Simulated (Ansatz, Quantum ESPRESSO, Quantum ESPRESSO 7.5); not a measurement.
## Cl-SiC-Cl chair, 1 layer in an electric field

Wanted: polarisability and gap of Cl-SiC-Cl chair, 1 layer against a perpendicular field.

Calculated with Quantum ESPRESSO 7.5; plane-wave DFT, PBE, SG15 norm-conserving pseudopotentials (geometry and cross-check by Ansatz 0.2.0 with PAW datasets; geometry under PBE).

Most raw output is cut from this account.

### 1. Starting point

The cell holds 4 atoms: 2 Cl, 1 C and 1 Si. Cell: a = 3.086 Å, b = 3.086 Å, c = 21.533 Å, α = 90.0°, β = 90.0°, γ = 120.0°. Vacuum lies along c.

This sheet is a model structure: its symmetry is held, and its stability is not tested here.

### 2. Geometry from Ansatz

The geometry comes first, from a plane-wave PAW code, so that the later runs on this slab share one structure.

input.yaml reads:

```yaml
crystal:
  lattice:
    - [3.0855, 0.0, 0.0]
    - [-1.54275, 2.6721213834, 0.0]
    - [0.0, 0.0, 21.5333333333]
  atoms:
    - { symbol: Cl, position: [0.6666666667, 0.3333333333, 0.3947368421] }
    - { symbol: C, position: [0.6666666667, 0.3333333333, 0.4773993808] }
    - { symbol: Si, position: [0.3333333333, 0.6666666667, 0.5063467492] }
    - { symbol: Cl, position: [0.3333333333, 0.6666666667, 0.6052631579] }
kpoints:
  mp_grid: { grid: [12, 12, 1] }
hamiltonian:
  xc: pbe
scf:
  occupations: { method: fermi_dirac, width: 0.05 }
  convergence: { dr2_threshold: 1.0e-08 }
efield:
  axis: 3
  dipole_correction: true
  ramp_position: 0.97
  ramp_width: 0.04
relax:
  f_tol: 0.01
  cell: { fix: [c, alpha, beta] }
output:
  write_potential: true
  write_density: true
  volumetric_format: npy
```

On the command line:

```console
> ansatz run input.yaml --threads 4 --pin off --max-ram 8192MiB --backend cpu --events-out ev --progress --plain --runs-dir out
```

Run time: 10 s. Hardware: 4 threads of Intel Xeon Platinum 8488C (Sapphire Rapids), shared host; peak memory 0.52 GiB; 37 s of CPU time.

Relaxation path:

```
step  energy less that of the first step (eV)  largest force component (eV/Å)  pressure (GPa)  volume (Å³)
   1                                   0.0000                          1.5772            3.18       177.54
   2                                  -0.3952                          1.3302            1.50       195.00
   3                                  -0.4638                          0.2159            0.47       197.71
   4                                  -0.4686                          0.0339            0.06       199.23
   5                                  -0.4686                          0.0573            0.01       199.54
   6                                  -0.4687                          0.0027           -0.01       199.68
  7*                                  -0.4787                          0.0029            0.06       199.68
   8                                  -0.4787                          0.0034            0.00       200.14
  9*                                  -0.4788                          0.0034            0.00       200.14
```

Relaxation steps marked * repeat the geometry before them on a plane-wave basis chosen anew for their cell, so energy and pressure can jump there.

Forces are held to the 6 operations that the run works with; a distortion that breaks them can't arise in this run.

```csv
cell as run,before,after,change
a (Å),3.086,3.276,+6.2 %
b (Å),3.086,3.276,+6.2 %
```

The atoms that moved most (Å, along periodic axes as changes of fractional coordinates times the final cell, across vacuum about the mean position):

| atom | dx | dy | dz | length |
| --- | --- | --- | --- | --- |
| Cl4 | 0.000 | 0.000 | -0.087 | 0.087 |
| C2 | 0.000 | 0.000 | 0.073 | 0.073 |
| Cl1 | 0.000 | 0.000 | 0.017 | 0.017 |

The relaxed structure:

```xyz
4
Lattice="3.2760 0.0000 0.0000 -1.6380 2.8371 0.0000 0.0000 0.0000 21.5333" Properties=species:S:1:pos:R:3
Cl    1.6380    0.9457    8.5170
C     1.6380    0.9457   10.3527
Si    0.0000    1.8914   10.9004
Cl    0.0000    1.8914   12.9466
```

Read from the output:

| Quantity | Value |
| --- | --- |
| free energy | -3046.8088 eV |
| Fermi energy | -0.6700 eV |
| gap by band count | 2.235 eV |
| symmetry operations | 6 |
| dipole along the normal | -0.008412 e·Å |
| vacuum level at the upper face over a Fermi level inside the gap | 4.526 eV |
| vacuum level at the lower face over a Fermi level inside the gap | 4.362 eV |

### 3. Self-consistent run: no field

The zero-field run is the reference. tefield and dipfield are on already, so that all runs share k-points and boundary.

Level of this step: plane-wave DFT, PBE, SG15 norm-conserving pseudopotentials (Quantum ESPRESSO 7.5).

f0.in reads:

```
&control
  prefix = 'f0'
  outdir = './out'
  pseudo_dir = './pseudo'
  calculation = 'scf'
  tprnfor = .true.
  tefield = .true.
  dipfield = .true.
/
&system
  ibrav = 0
  nat = 4
  ntyp = 3
  ecutwfc = 60
  ecutrho = 240
  occupations = 'smearing'
  smearing = 'fd'
  degauss = 0.004
  edir = 3
  emaxpos = 0.97
  eopreg = 0.04
  eamp = 0.0
/
&electrons
  conv_thr = 1e-09
  mixing_beta = 0.4
  electron_maxstep = 120
  mixing_mode = 'plain'
/
ATOMIC_SPECIES
  Cl  35.4500  Cl_ONCV_PBE-1.2.upf
  C   12.0110  C_ONCV_PBE-1.2.upf
  Si  28.0850  Si_ONCV_PBE-1.2.upf
CELL_PARAMETERS angstrom
  3.27602183406676 -0.00000000000000 -0.00000000000000
  -1.63801091703338 2.83711813165431 0.00000000000000
  -0.00000000000000 -0.00000000000000 21.53333333330000
ATOMIC_POSITIONS crystal
  Cl  0.666666666667 0.333333333333 0.395525486064
  C   0.666666666667 0.333333333333 0.480774147586
  Si  0.333333333333 0.666666666667 0.506209546039
  Cl  0.333333333333 0.666666666667 0.601236950311
K_POINTS automatic
  12 12 1 0 0 0
```

On the command line:

```console
> OMP_NUM_THREADS=1 mpirun -n 4 pw.x -nk 4 -in f0.in > f0.out
```

Wall time 56 s (4 MPI ranks); peak memory 0.59 GiB; 3.7 min of CPU time.

Numbers from this step:

- free energy: -1084.8837 eV
- Fermi energy: -0.6696 eV
- dipole along the normal: -0.009036 e·Å
- valence top, on the run's zero: -1.843 eV
- conduction bottom, on the run's zero: 0.4153 eV
- gap by band count: 2.258 eV

The run needed 12 iterations to bring the estimated error under 1e-09 Ry; the largest force on any atom, held or free, is 0.08 eV/Å.

### 4. Electrostatic potential

The vacuum level is read from the electrostatic potential (plot_num = 11), averaged over planes.

f0.pot.in reads:

```
&inputpp
  prefix = 'f0'
  outdir = './out'
  filplot = 'f0.pot.dat'
  plot_num = 11
/
```

On the command line:

```console
> OMP_NUM_THREADS=1 mpirun -n 4 pp.x -in f0.pot.in > f0.pot.out
```

The job ended after 1.5 s (4 MPI ranks; peak memory 0.08 GiB; 4.1 s of CPU time).

This step gave:

```
slope of the potential above                                          : 8.01e-6 eV/Å
upper vacuum line continued to the top atoms, over the valence top    : 5.689 eV
slope of the potential below                                          : -7.49e-6 eV/Å
lower vacuum line continued to the bottom atoms, over the valence top : 5.513 eV
vacuum level at the upper face over the valence top of the mesh       : 5.689 eV
vacuum level at the lower face over the valence top of the mesh       : 5.513 eV
```

The vacuum is flat to 0.1 meV/Å, so its level is well defined. Inside the slab the curve depends on the local part of the pseudopotentials; only the vacuum level has a meaning of its own.

### 5. Band structure: no field

A bands run reads the converged density and follows the path given under K_POINTS.

f0.bands.in, as its differences from the input of step 3:

```diff
@@ -1,7 +1,6 @@
 &control
-  prefix = 'f0'
+  prefix = 'f0.bands'
   outdir = './out'
   pseudo_dir = './pseudo'
-  calculation = 'scf'
-  tprnfor = .true.
+  calculation = 'bands'
   tefield = .true.
@@ -22,8 +21,9 @@
   eamp = 0.0
+  nbnd = 17
 /
 &electrons
-  conv_thr = 1e-09
+  conv_thr = 1e-07
   mixing_beta = 0.4
   electron_maxstep = 120
-  mixing_mode = 'plain'
+  mixing_mode = 'local-TF'
 /
@@ -42,3 +42,7 @@
   Cl  0.333333333333 0.666666666667 0.601236950311
-K_POINTS automatic
-  12 12 1 0 0 0
+K_POINTS crystal_b
+4
+  0.0000000000 0.0000000000 0.0000000000 14
+  0.5000000000 0.0000000000 0.0000000000 14
+  0.3333333333 0.3333333333 0.0000000000 14
+  0.0000000000 0.0000000000 0.0000000000 1
```

On the command line:

```console
> cp -r out/f0.save out/f0.bands.save
> cp out/f0.xml out/f0.bands.xml
> OMP_NUM_THREADS=1 mpirun -n 4 pw.x -nk 4 -in f0.bands.in > f0.bands.out
```

Run time: 29 s. Hardware: 4 MPI ranks; peak memory 0.36 GiB; 1.9 min of CPU time.

Band numbers count within the set of bands kept for display. Electronic bands along the path, in eV, zero at the highest filled level of the SCF mesh; v1 is the highest filled band, c1 the lowest empty one:

```
  point     v4     v3     v2     v1    c1    c2    c3    c4
      Γ  -1.27  -1.27   0.00   0.00  2.26  3.15  5.07  5.64
halfway  -2.86  -1.88  -1.64  -0.42  2.93  3.66  5.46  6.33
      M  -3.82  -3.18  -1.98  -0.77  2.39  3.75  4.99  6.98
halfway  -3.77  -3.07  -2.51  -1.48  3.79  4.09  5.30  6.54
      K  -3.75  -3.17  -2.51  -2.40  4.03  5.15  5.53  6.94
halfway  -2.96  -2.34  -1.72  -0.84  3.31  4.66  5.30  5.61
      Γ  -1.27  -1.27   0.00   0.00  2.26  3.15  5.07  5.64
```

Along this path the valence top lies at Γ and the conduction bottom at Γ.

### 6. Self-consistent run: field 0.1 V/Å

eamp is the field in Hartree atomic units (1 a.u. = 51.42 V/Å). With dipfield on, it is the field in the vacuum beside an isolated sheet. The run starts from the density of the one before.

f1.in, as its differences from the input of step 3:

```diff
@@ -1,3 +1,3 @@
 &control
-  prefix = 'f0'
+  prefix = 'f1'
   outdir = './out'
@@ -21,3 +21,3 @@
   eopreg = 0.04
-  eamp = 0.0
+  eamp = 0.00194469
 /
@@ -28,2 +28,3 @@
   mixing_mode = 'plain'
+  startingpot = 'file'
 /
```

On the command line:

```console
> cp -r out/f0.save out/f1.save
> OMP_NUM_THREADS=1 mpirun -n 4 pw.x -nk 4 -in f1.in > f1.out
```

It took 50 s on 4 MPI ranks; peak memory 0.58 GiB.

Numbers from this step:

```
free energy                          : -1084.8842 eV
Fermi energy                         : -0.754 eV
dipole along the normal              : 0.01963 e·Å
valence top, on the run's zero       : -1.849 eV
conduction bottom, on the run's zero : 0.4118 eV
gap by band count                    : 2.260 eV
```

The dipole goes from -0.0090 to 0.0196 e Å, 0.2867 e Å per V/Å.

### 7. Electrostatic potential

f1.pot.in reads:

```
&inputpp
  prefix = 'f1'
  outdir = './out'
  filplot = 'f1.pot.dat'
  plot_num = 11
/
```

On the command line:

```console
> OMP_NUM_THREADS=1 mpirun -n 4 pp.x -in f1.pot.in > f1.pot.out
```

Run time: 1.4 s. Hardware: 4 MPI ranks; peak memory 0.1 GiB.

Read from the output:

```
slope of the potential above                                          : 0.1000 eV/Å
upper vacuum line continued to the top atoms, over the valence top    : 5.651 eV
slope of the potential below                                          : 0.09999 eV/Å
lower vacuum line continued to the bottom atoms, over the valence top : 5.590 eV
```

The slope in the vacuum is 0.100 eV/Å for an applied 0.10 V/Å, as it should be.

### 8. Ground state: field 0.2 V/Å

f2.in, as its differences from the input of step 6:

```diff
@@ -1,3 +1,3 @@
 &control
-  prefix = 'f1'
+  prefix = 'f2'
   outdir = './out'
@@ -21,3 +21,3 @@
   eopreg = 0.04
-  eamp = 0.00194469
+  eamp = 0.00388938
 /
```

On the command line:

```console
> cp -r out/f0.save out/f2.save
> OMP_NUM_THREADS=1 mpirun -n 4 pw.x -nk 4 -in f2.in > f2.out
```

Wall time 55 s (4 MPI ranks); peak memory 0.59 GiB; 3.7 min of CPU time.

This step gave:

```
free energy                          : -1084.8876 eV
Fermi energy                         : -0.742 eV
dipole along the normal              : 0.04832 e·Å
valence top, on the run's zero       : -1.854 eV
conduction bottom, on the run's zero : 0.4067 eV
gap by band count                    : 2.261 eV
```

The dipole goes from -0.0090 to 0.0483 e Å, 0.2868 e Å per V/Å.

### 9. Potential by pp.x

f2.pot.in reads:

```
&inputpp
  prefix = 'f2'
  outdir = './out'
  filplot = 'f2.pot.dat'
  plot_num = 11
/
```

On the command line:

```console
> OMP_NUM_THREADS=1 mpirun -n 4 pp.x -in f2.pot.in > f2.pot.out
```

Run time: 1.6 s. Hardware: 4 MPI ranks; peak memory 0.11 GiB.

Numbers from this step:

| Item | Value |
| --- | --- |
| slope of the potential above | 0.2000 eV/Å |
| upper vacuum line continued to the top atoms, over the valence top | 5.612 eV |
| slope of the potential below | 0.2000 eV/Å |
| lower vacuum line continued to the bottom atoms, over the valence top | 5.667 eV |

The slope in the vacuum is 0.200 eV/Å for an applied 0.20 V/Å, as it should be.

### 10. Band structure: field 0.2 V/Å

f2.bands.in, as its differences from the input of step 5:

```diff
@@ -1,3 +1,3 @@
 &control
-  prefix = 'f0.bands'
+  prefix = 'f2.bands'
   outdir = './out'
@@ -20,3 +20,3 @@
   eopreg = 0.04
-  eamp = 0.0
+  eamp = 0.00388938
   nbnd = 17
```

On the command line:

```console
> cp -r out/f2.save out/f2.bands.save
> cp out/f2.xml out/f2.bands.xml
> OMP_NUM_THREADS=1 mpirun -n 4 pw.x -nk 4 -in f2.bands.in > f2.bands.out
```

Wall time 31 s (4 MPI ranks); peak memory 0.36 GiB; 2.1 min of CPU time.

Read from the output:

```
valence top, on the run's zero       : -1.855 eV
conduction bottom, on the run's zero : 0.4066 eV
```

Band numbers count within the set of bands kept for display. Electronic bands along the path, in eV, zero at the highest filled level of the SCF mesh; v1 is the highest filled band, c1 the lowest empty one:

| point | v4 | v3 | v2 | v1 | c1 | c2 | c3 | c4 |
| --- | --- | --- | --- | --- | --- | --- | --- | --- |
| Γ | -1.18 | -1.18 | 0.00 | 0.00 | 2.26 | 3.15 | 4.73 | 5.47 |
| halfway | -2.79 | -1.88 | -1.57 | -0.41 | 2.94 | 3.66 | 5.52 | 5.97 |
| M | -3.76 | -3.17 | -1.91 | -0.76 | 2.42 | 3.76 | 5.04 | 7.03 |
| halfway | -3.70 | -3.05 | -2.45 | -1.47 | 3.81 | 4.11 | 5.35 | 6.58 |
| K | -3.69 | -3.09 | -2.51 | -2.38 | 4.03 | 5.20 | 5.59 | 6.96 |
| halfway | -2.88 | -2.32 | -1.66 | -0.84 | 3.30 | 4.68 | 5.35 | 5.64 |
| Γ | -1.18 | -1.18 | 0.00 | 0.00 | 2.26 | 3.15 | 4.73 | 5.47 |

Upper empty bands that drop with the field can be states of the vacuum, held by the sawtooth; they depend on the cell's width.

Along this path the valence top lies at Γ and the conduction bottom at Γ.

### 11. Self-consistent run: field 0.4 V/Å

f3.in, as its differences from the input of step 8:

```diff
@@ -1,3 +1,3 @@
 &control
-  prefix = 'f2'
+  prefix = 'f3'
   outdir = './out'
@@ -21,3 +21,3 @@
   eopreg = 0.04
-  eamp = 0.00388938
+  eamp = 0.00777876
 /
```

On the command line:

```console
> cp -r out/f0.save out/f3.save
> OMP_NUM_THREADS=1 mpirun -n 4 pw.x -nk 4 -in f3.in > f3.out
```

It took 57 s on 4 MPI ranks; peak memory 0.59 GiB; 3.8 min of CPU time.

This step gave:

- free energy: -1084.9030 eV
- Fermi energy: -0.722 eV
- dipole along the normal: 0.1057 e·Å
- valence top, on the run's zero: -1.866 eV
- conduction bottom, on the run's zero: 0.3905 eV
- gap by band count: 2.257 eV

The dipole goes from -0.0090 to 0.1057 e Å, 0.2869 e Å per V/Å.

### 12. Electrostatic potential

f3.pot.in reads:

```
&inputpp
  prefix = 'f3'
  outdir = './out'
  filplot = 'f3.pot.dat'
  plot_num = 11
/
```

On the command line:

```console
> OMP_NUM_THREADS=1 mpirun -n 4 pp.x -in f3.pot.in > f3.pot.out
```

The job ended after 1.4 s (4 MPI ranks; peak memory 0.11 GiB; 4.3 s of CPU time).

This step gave:

```
slope of the potential above                                          : 0.4000 eV/Å
upper vacuum line continued to the top atoms, over the valence top    : 5.537 eV
slope of the potential below                                          : 0.4000 eV/Å
lower vacuum line continued to the bottom atoms, over the valence top : 5.824 eV
```

The slope in the vacuum is 0.400 eV/Å for an applied 0.40 V/Å, as it should be.

Each curve counts from the valence top of its own run.

The potential energy (potential at 0 V/Å) oscillates, so the rows of the table below give means over windows of 2.79 Å about each position, cut where the curve ends. Its maxima inside the range that stand out by 2 % of the span (Å: eV): 9.5: 1.12, 12.1: 1.31. Its minima: 8.5: -17.6, 10.9: -22.5, 13.0: -18.0.

The runs together. Table of potential energy by z; means over each step:

```
z (Å)  potential at 0 V/Å (eV)  potential at 0.1 V/Å (eV)  potential at 0.2 V/Å (eV)  potential at 0.4 V/Å (eV)
 1.40                     5.51                       4.90                       4.28                       3.04
 4.19                     5.51                       5.16                       4.80                       4.09
 6.98                     3.01                       2.92                       2.83                       2.64
 9.77                    -10.1                      -10.1                      -10.1                      -10.1
12.56                    -4.86                      -4.81                      -4.76                      -4.68
15.35                     5.56                       5.76                       5.96                       6.37
18.14                     5.69                       6.17                       6.65                       7.61
20.93                     5.67                       6.24                       6.81                       7.95
```

### 13. Bands along a path: field 0.4 V/Å

f3.bands.in, as its differences from the input of step 10:

```diff
@@ -1,3 +1,3 @@
 &control
-  prefix = 'f2.bands'
+  prefix = 'f3.bands'
   outdir = './out'
@@ -20,3 +20,3 @@
   eopreg = 0.04
-  eamp = 0.00388938
+  eamp = 0.00777876
   nbnd = 17
```

On the command line:

```console
> cp -r out/f3.save out/f3.bands.save
> cp out/f3.xml out/f3.bands.xml
> OMP_NUM_THREADS=1 mpirun -n 4 pw.x -nk 4 -in f3.bands.in > f3.bands.out
```

Run time: 31 s. Hardware: 4 MPI ranks; peak memory 0.36 GiB; 2 min of CPU time.

Band numbers count within the set of bands kept for display. The electronic bands at the labelled points (eV, zero at the highest filled level of the SCF mesh; v1 is the highest filled band, c1 the lowest empty one):

| point | v4 | v3 | v2 | v1 | c1 | c2 | c3 | c4 |
| --- | --- | --- | --- | --- | --- | --- | --- | --- |
| Γ | -1.10 | -1.10 | 0.00 | 0.00 | 2.26 | 3.12 | 3.90 | 5.07 |
| halfway | -2.71 | -1.88 | -1.49 | -0.41 | 2.95 | 3.66 | 5.01 | 5.65 |
| M | -3.70 | -3.16 | -1.84 | -0.75 | 2.45 | 3.76 | 5.09 | 7.08 |
| halfway | -3.64 | -3.03 | -2.38 | -1.46 | 3.82 | 4.12 | 5.40 | 6.63 |
| K | -3.63 | -3.01 | -2.51 | -2.37 | 4.03 | 5.25 | 5.64 | 6.98 |
| halfway | -2.80 | -2.31 | -1.60 | -0.84 | 3.29 | 4.69 | 5.34 | 5.42 |
| Γ | -1.10 | -1.10 | 0.00 | 0.00 | 2.26 | 3.12 | 3.90 | 5.07 |

Upper empty bands that drop with the field can be states of the vacuum, held by the sawtooth; they depend on the cell's width.

Along this path the valence top lies at Γ and the conduction bottom at Γ.

### 14. Density by pp.x

plot_num = 0 writes the valence density.

f0.rho.in reads:

```
&inputpp
  prefix = 'f0'
  outdir = './out'
  filplot = 'f0.rho.dat'
  plot_num = 0
/
```

On the command line:

```console
> OMP_NUM_THREADS=1 mpirun -n 4 pp.x -in f0.rho.in > f0.rho.out
```

Wall time 1.4 s (4 MPI ranks); peak memory 0.11 GiB; 4.2 s of CPU time.

This step gave:

```
electrons by integration : 22.00 e
```

The valence density, planar mean oscillates, so the rows of the table below give means over windows of 1 Å about each position, cut where the curve ends. Its maxima inside the range that stand out by 2 % of the span (Å: e/Å³): 8.5: 0.554, 10.5: 0.571, 13.0: 0.533. Its minima: 9.6: 0.219, 11.7: 0.177.

Mean over planes. Valence density, planar mean against z; means over each step:

z (Å), valence density, planar mean (e/Å³) and a bar:
```
        5      0.000 
        6      0.001 
        7      0.024 #
        8      0.351 ######################
        9      0.390 ########################
       10      0.381 ########################
       11      0.364 #######################
       12      0.254 ################
       13      0.483 ##############################
       14      0.116 #######
       15      0.004 
       16      0.000 
       17      0.000
```

Valence density in the ca plane at fractional y = 0.333, with atoms of Cl and C within 0.2 Å of it. It is the smooth field of the valence electrons, not physical close to the nuclei.

Ten even steps from '0' (0.0 e/Å³) to '9' (1.7 e/Å³), each cell a mean:
```
00000000000000136632244310001100000000000000
00000000000000279974478520000000000000000000
00000000000000387786766620000000000000000000
00000000000000279985689620000000000000000000
00000000000000158853356410000000000000000000
00000000000000013321123210011110000000000000
00000000000000000000011111112320000000000000
00000000000000000000011111123321000000000000
00000000000000011110012210012210000000000000
```
Columns run along c (16.0 Å, from fractional 0.12 to 0.87 of the cell), rows up along a (3.3 Å). Atoms in or near the plane, at fractional coordinates: Cl at (0.40, 0.67), C at (0.48, 0.67).

The density integrates to 22.000 electrons, as the 22 of the input ask.

### 15. Density by pp.x

f2.rho.in reads:

```
&inputpp
  prefix = 'f2'
  outdir = './out'
  filplot = 'f2.rho.dat'
  plot_num = 0
/
```

On the command line:

```console
> OMP_NUM_THREADS=1 mpirun -n 4 pp.x -in f2.rho.in > f2.rho.out
```

Elapsed: 1.5 s, on 4 MPI ranks; peak memory 0.11 GiB.

[end of part 1 of 2]

[Logs are printed without paths, hosts, clocks, repeated set-up lines and the standing remarks that a program may print on its own settings, such as how far it seeks lower states.]

[Hosts, paths, dates, database ids (printed as entryN), source tags and the programs' standing remarks are cut or masked in the printed files.]

[Maps of the electrostatic potential energy from Ansatz leave out the sawtooth potential of an applied field or a dipole correction, so their vacuum need not be flat; planar profiles and work functions include it.]
